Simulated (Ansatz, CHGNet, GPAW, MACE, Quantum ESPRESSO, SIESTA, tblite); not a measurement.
# Twisted graphene monolayer on bilayer, 87.80° (78 atoms) in other programs, against a plane-wave reference

How near do other programs and methods come to a plane-wave reference for twisted graphene monolayer on bilayer, 87.80° (78 atoms)? A plane-wave run serves as the reference.

Main program and level: Quantum ESPRESSO 7.5; Kohn-Sham DFT, PBE, SSSP efficiency 1.3.0 pseudopotentials, plane waves.

## (1) Starting point

The cell holds 78 atoms: 78 C. Its edges and angles: a = 8.870 Å, b = 8.870 Å, c = 20.690 Å, α = 90.0°, β = 90.0°, γ = 120.0°. It derives from C (graphene). Graphene (a = 2.46 Å) under graphene (a = 2.46 Å), monolayer on bilayer, commensurate cell of 13 unit cells a layer, twist 87.80 deg; facing planes 3.32, 3.37 Å apart as built; 14 Å of vacuum; minimised with a classical potential. Then every atom was moved at random, 0.03 Å r.m.s. a Cartesian component. Regions: layer 1, 26 atoms (26 C); layer 2, 26 atoms (26 C); layer 3, 26 atoms (26 C). Vacuum lies along c.

## (2) The reference run

File pw.in:

```
&control
  calculation = 'scf'
  pseudo_dir = './pseudo'
  outdir = './tmp'
  disk_io = 'none'
  tprnfor = .true.
/
&system
  ibrav = 0
  nat = 78
  ntyp = 1
  ecutwfc = 45
  ecutrho = 360
  nosym = .true.
  occupations = 'smearing'
  smearing = 'fd'
  degauss = 0.003675
/
&electrons
  conv_thr = 3.9e-07
  electron_maxstep = 100
  mixing_beta = 0.2
  mixing_mode = 'local-TF'
  diagonalization = 'david'
/
ATOMIC_SPECIES
C 12.011 C.upf
CELL_PARAMETERS angstrom
8.86970 0.00000 0.00000
-4.43485 7.68139 0.00000
0.00000 0.00000 20.69000
ATOMIC_POSITIONS crystal
C 0.12194 0.17526 0.33574
C 0.17271 0.04549 0.33617
C 0.20261 0.48551 0.33599
C 0.25636 0.36198 0.33468
C 0.28393 0.79126 0.33568
C 0.33810 0.67006 0.33699
C 0.35770 0.10448 0.33648
C 0.40646 0.97108 0.33582
C 0.43213 0.41120 0.33689
C 0.48856 0.28340 0.33621
C 0.51137 0.71380 0.33608
C 0.56664 0.58665 0.33685
[... 62 atom lines left out ...]
C 0.02239 0.58505 0.66550
C 0.98072 0.41366 0.66338
C 0.10246 0.36150 0.66247
C 0.05061 0.17531 0.66314
K_POINTS gamma
```

On the command line:

```sh
$ OMP_NUM_THREADS=1 mpirun -np 4 pw.x -in pw.in > output.txt
```

What it wrote:

```text
Program PWSCF
     gamma-point specific algorithms are used
     one sub-group per band group will be used
     scalapack distributed-memory algorithm (size of sub-group:  2*  2 procs)
     Parallelization info
     sticks:   dense  smooth     PW     G-vecs:    dense   smooth      PW
     Min        1739     865    214               274395    96870   12070
     Max        1742     866    216               274414    96878   12088
     Sum        6961    3463    859              1097601   387493   48313
     bravais-lattice index     =            0
     lattice parameter (alat)  =      16.7613  a.u.
     unit-cell volume          =    9512.7446 (a.u.)^3
     number of atoms/cell      =           78
     number of atomic types    =            1
     number of electrons       =       312.00
[... lines left out ...]
     scf convergence threshold =      3.9E-07
[... lines left out ...]
     number of k points=     1  Fermi-Dirac smearing, width (Ry)=  0.0037
[... lines left out ...]
     total energy              =   -1440.63161306 Ry
[... lines left out ...]
     total energy              =   -1437.06854993 Ry
[... lines left out ...]
     total energy              =   -1438.09905518 Ry
[... lines left out ...]
     total energy              =   -1438.07158365 Ry
[... lines left out ...]
     total energy              =   -1438.07158372 Ry
     estimated scf accuracy    <       0.00000046 Ry
     iteration # 27     ecut=    45.00 Ry     beta= 0.20
     negative rho (up, down):  3.273E-03 0.000E+00
     End of self-consistent calculation
          k = 0.0000 0.0000 0.0000 ( 24157 PWs)   bands (ev):
   -18.4244 -18.3178 -18.2236 -16.8691 -16.7878 -16.7305 -16.7216 -16.6869
   -16.6230 -16.5789 -16.5629 -16.5126 -16.4904 -16.4455 -16.4222 -16.3670
   -16.3420 -16.2985 -16.2702 -16.2564 -16.1790 -13.3901 -13.3766 -13.3418
[...]
3.2461   3.3336   3.3540   3.4448   3.4839   3.5033   4.5467   4.8525
     5.5556   6.8940   6.9540   6.9723   6.9993   7.0010   7.0146   7.0269
     7.1537   7.2033   7.2524
     the Fermi energy is     1.0832 ev
!    total energy              =   -1438.07158334 Ry
     total all-electron energy =     -5943.671214 Ry
     estimated scf accuracy    <       0.00000037 Ry
     smearing contrib. (-TS)   =      -0.00000000 Ry
     internal energy E=F+TS    =   -1438.07158334 Ry
     The total energy is F=E-TS. E is the sum of the following terms:
     one-electron contribution =   -9507.30913836 Ry
     hartree contribution      =    4851.62438957 Ry
     xc contribution           =    -362.39076567 Ry
     ewald contribution        =    4061.06375216 Ry
     one-center paw contrib.   =    -481.05982105 Ry
     convergence has been achieved in  27 iterations
     negative rho (up, down):  3.273E-03 0.000E+00
     Forces acting on atoms (cartesian axes, Ry/au):
     atom    1 type  1   force =     0.03720236    0.04993411   -0.00657507
     atom    2 type  1   force =     0.05580224    0.10666959   -0.00212224
     atom    3 type  1   force =     0.05124589    0.09860833    0.00658942
[...]
atom   77 type  1   force =     0.12230058   -0.05948981    0.01407084
     atom   78 type  1   force =    -0.06906370    0.05401206   -0.01245640
     Total force =     0.943668     Total SCF correction =     0.001496
     Message from routine punch:
     Nothing written, as per user request (disk_io='none')
```

Elapsed: 2.7 min, on 4 MPI ranks of Arm Neoverse V1, shared host; peak memory 3.1 GiB; 11 min of CPU time.

Banners, paths, timers and routine set-up lines are dropped from the logs unmarked, and long logs keep their key lines alone; longer cuts are marked.

Numbers from this run:

* r.m.s. force component: 1.586 eV/Å
* longest force: 4.875 eV/Å

## (3) The ladder

The programs:
- CHGNet: machine-learned potential, published weights.
- GPAW 26.7.0: PAW with atomic orbitals (LCAO), plane waves or a real-space grid of spacing h.
- MACE: machine-learned potential, published weights.
- SIESTA 5.4.2: numerical atomic orbitals, whose automatically made sets are far from complete, with PseudoDojo norm-conserving potentials that we converted to its format (checked against plane waves on the same files for H, C, O, Si, Ge and Ca alone); labels give functional, basis size, energy shift and mesh cutoff.
- tblite 0.8.0: extended tight binding, driven from Python.

All use the same cell and atoms; the electronic-structure runs use the same k-mesh, and an electronic temperature of 580 K (0.05 eV) where levels are smeared.

Differences are against the plane-wave reference, forces as r.m.s. over components; share is that over the reference's r.m.s. force, slope the least-squares factor from reference forces to these. Total energies of different programs have different zeros and aren't compared.

| run | Δ force, r.m.s. (meV/Å) | share (%) | slope | cores | CPU time | memory (GiB) |
| --- | --- | --- | --- | --- | --- | --- |
| reference | - | - | - | 4 | 11 min | 3.1 |
| CHGNet 0.3.0 potential | 332 | 20.9 | 0.833 | 1 | 5.8 s | 1.7 |
| GPAW PBE, LCAO dzp, h 0.2 Å | 102 | 6.45 | 1.053 | 1 | 84 s | 0.84 |
| GPAW PBE, LCAO sz(dzp), h 0.2 Å (coarse) | 472 | 29.7 | 1.232 | 1 | 30 s | 0.67 |
| GPAW PBE, LCAO szp(dzp), h 0.2 Å (coarse) | 211 | 13.3 | 1.048 | 1 | 61 s | 0.81 |
| MACE MP-0b3 medium potential | 170 | 10.7 | 0.909 | 1 | 10 s | 1.1 |
| MACE MPA-0 medium potential | 126 | 7.94 | 1.027 | 1 | 9.9 s | 1.1 |
| SIESTA PBE, DZP, shift 0.01 Ry, mesh 300 Ry | 178 | 11.2 | 1.094 | 2 | 2.7 min | 1.1 |
| SIESTA PBE, SZ, shift 0.01 Ry, mesh 300 Ry (coarse) | 588 | 37.1 | 1.300 | 1 | 38 s | 0.51 |
| SIESTA PBE, SZP, shift 0.01 Ry, mesh 300 Ry (coarse) | 375 | 23.7 | 1.168 | 1 | 1.9 min | 0.82 |
| tblite GFN1-xTB | 96.9 | 6.11 | 0.970 | 1 | 1.6 s | 0.12 |
| tblite GFN2-xTB | 107 | 6.76 | 0.958 | 1 | 4.2 s | 0.12 |

Rows marked coarse were listed beforehand as settings not expected to be converged; some can still land near the reference.

Times of the machine-learned potentials are mostly Python's start and the loading of weights.

CPU time is summed over cores on a shared host, where runs went side by side, so it is rough. Symmetry, cutoffs, thresholds, outputs and thread counts weren't matched or tuned between programs; memory under MPI is the largest rank's times the ranks.

A second geometry, displaced anew (every atom was moved at random, 0.08 Å r.m.s. a Cartesian component), gives an energy difference that all programs can be tested on. The reference puts it at 561.1 meV/atom.

| run | energy less the first geometry's (meV/atom) | error (meV/atom) | force share at the second geometry (%) |
| --- | --- | --- | --- |
| tblite GFN2-xTB | 551.1 | -9.91 | 4.51 |
| tblite GFN1-xTB | 558.1 | -2.96 | 5.10 |
| CHGNet 0.3.0 potential | 517.5 | -43.6 | 10.8 |
| MACE MP-0b3 medium potential | 523.7 | -37.4 | 7.48 |
| MACE MPA-0 medium potential | 582.1 | 21.1 | 6.27 |
| GPAW PBE, LCAO dzp, h 0.2 Å | 588.3 | 27.2 | 5.90 |
| SIESTA PBE, DZP, shift 0.01 Ry, mesh 300 Ry | 611.8 | 50.8 | 12.2 |
| GPAW PBE, LCAO sz(dzp), h 0.2 Å | 670.2 | 109 | 24.2 |
| GPAW PBE, LCAO szp(dzp), h 0.2 Å | 585.7 | 24.7 | 10.5 |
| SIESTA PBE, SZ, shift 0.01 Ry, mesh 300 Ry | 705.8 | 145 | 32.1 |
| SIESTA PBE, SZP, shift 0.01 Ry, mesh 300 Ry | 646.6 | 85.6 | 22.3 |

## (4) Outcome

```json
{
 "reference r.m.s. force component": "1.59 eV/Å",
 "nearest in forces": "tblite GFN1-xTB, 6.1 %",
 "farthest in forces": "SIESTA PBE, SZ, shift 0.01 Ry, mesh 300 Ry (coarse), 37 %",
 "cheapest electronic-structure run beside the reference": "tblite GFN1-xTB, 1.6 s of CPU time"
}
```

**Reading.** The PBE runs in local orbitals, coarse settings apart, differ by 6.5 % (GPAW PBE, LCAO dzp, h 0.2 Å) to 11 % (SIESTA PBE, DZP, shift 0.01 Ry, mesh 300 Ry); basis, grid and potentials can all enter. Tight binding differs by 6.1 % (tblite GFN1-xTB) to 6.8 % (tblite GFN2-xTB); it is another model, with fitted parameters of its own, and the xTB methods hold dispersion. Machine-learned potentials differ by 7.9 % (MACE MPA-0 medium potential) to 21 % (CHGNet 0.3.0 potential); they were trained on other programs' data. Among those trained on PBE data the slope goes as low as 0.83, which softening far from their training structures can give, though the reference's k-sampling is untested too. Runs with settings chosen to be coarse differ by 13 % (GPAW PBE, LCAO szp(dzp), h 0.2 Å) to 37 % (SIESTA PBE, SZ, shift 0.01 Ry, mesh 300 Ry), their programs' other errors included. Of the electronic-structure runs that take under half the reference's CPU time, tblite GFN1-xTB comes nearest, at 6.1 % in 1.6 s against 11 min. SIESTA PBE, SZ, shift 0.01 Ry, mesh 300 Ry stiffens the forces by a factor of 1.30 while following their directions (correlation 0.986); the slopes of the 3 SIESTA runs lie between 1.09 and 1.30. The energy difference between the two geometries, 561 meV/atom in the reference, is met best by tblite GFN1-xTB (-2.96) and worst by SIESTA PBE, SZ, shift 0.01 Ry, mesh 300 Ry (coarse) (+145). In the reference: no gap is quoted: the bands of a honeycomb sheet meet or nearly meet at one point of the zone, so the spacing of levels depends on whether the mesh holds it and on how the neighbours disturb the sheet. Periodic xTB results under one method name differ between programs and library versions. Machine-learned potentials mimic data converged in k, so the reference's own k-point error enters their differences. The reference's PBE has no dispersion term, which matters for the binding between molecules or layers. One k-point is far too coarse for the carbon or group-IV sheet, and it can put spurious forces of up to about 1 eV/Å on the sheet's atoms. The electronic-structure runs sample only Γ, in a cell whose shortest periodic width is 8 Å.

[Also dropped from logs without a mark: logging warnings of Python, and SIESTA's first energy breakdown and zero terms.]

[Logs are printed without paths, hosts, clocks, repeated set-up lines and the standing remarks that a program may print on its own settings, such as how far it seeks lower states.]

[Hosts, paths, dates, database ids (printed as entryN), source tags and the programs' standing remarks are cut or masked in the printed files.]
